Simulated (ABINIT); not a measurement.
Planning a run of ABINIT 10.8.3 on GaAs (F-43m). The input:

```
acell 3*1.0 Angstrom
rprim 
  0.000000000000 2.826850000000 2.826850000000
  2.826850000000 0.000000000000 2.826850000000
  2.826850000000 2.826850000000 0.000000000000
ntypat 2
znucl 31 33
natom 2
typat 1 2
xred 
  0.000000000000 0.000000000000 0.000000000000
  0.250000000000 0.250000000000 0.250000000000
pp_dirpath "pseudos"
pseudos "Ga.upf, As.upf"
ecut 45
ngkpt 4 4 4
nshiftk 1
shiftk 0 0 0
kptopt 1
chksymbreak 0
istwfk *1
occopt 1
irdwfk 1
optdriver 3
nband 239
ecuteps 9
inclvkb 2
awtr 1
symchi 1
irdqps 1
gwcalctyp 10
nqptdm 7
qptdm 
  0.2500000000 0.0000000000 0.0000000000
  0.5000000000 0.0000000000 0.0000000000
  0.2500000000 0.2500000000 0.0000000000
  0.5000000000 0.2500000000 0.0000000000
  -0.2500000000 0.2500000000 0.0000000000
  0.5000000000 0.5000000000 0.0000000000
  -0.2500000000 0.5000000000 0.2500000000
indata_prefix "in"
outdata_prefix "out"
tmpdata_prefix "tmp"
```

```sh
OMP_NUM_THREADS=1 mpirun -n 4 abinit run.abi > log; mrgscr < mrgscr.stdin
```

Question: How long will it take on 4 MPI ranks of Arm Neoverse V1, shared host, and how much memory?

It took 3.8 min; on shared hardware allow 1.9 min to 7.7 min. Peak host memory was 2.3 GiB.

[Paths, hosts, dates, memory and timing lines, banners, echoed tables and standing remarks are left out of the program output.]

[Logs are printed without paths, hosts, clocks, repeated set-up lines and the standing remarks that a program may print on its own settings, such as how far it seeks lower states.]

[Runs of the session that timed out or met a known fault of the program may be left out.]

[Hosts, paths, dates, database ids (printed as entryN), source tags and the programs' standing remarks are cut or masked in the printed files.]

[G0W0 gaps are taken among the corrected bands and points alone; a level outside them can change the order at an edge.]

[Where Ansatz stands beside ABINIT at settings called matched, ABINIT's density can come from a denser mesh and the files from another edition; pairs whose starting gaps differed by over 0.03 eV were left out, so agreement reads better than it is.]
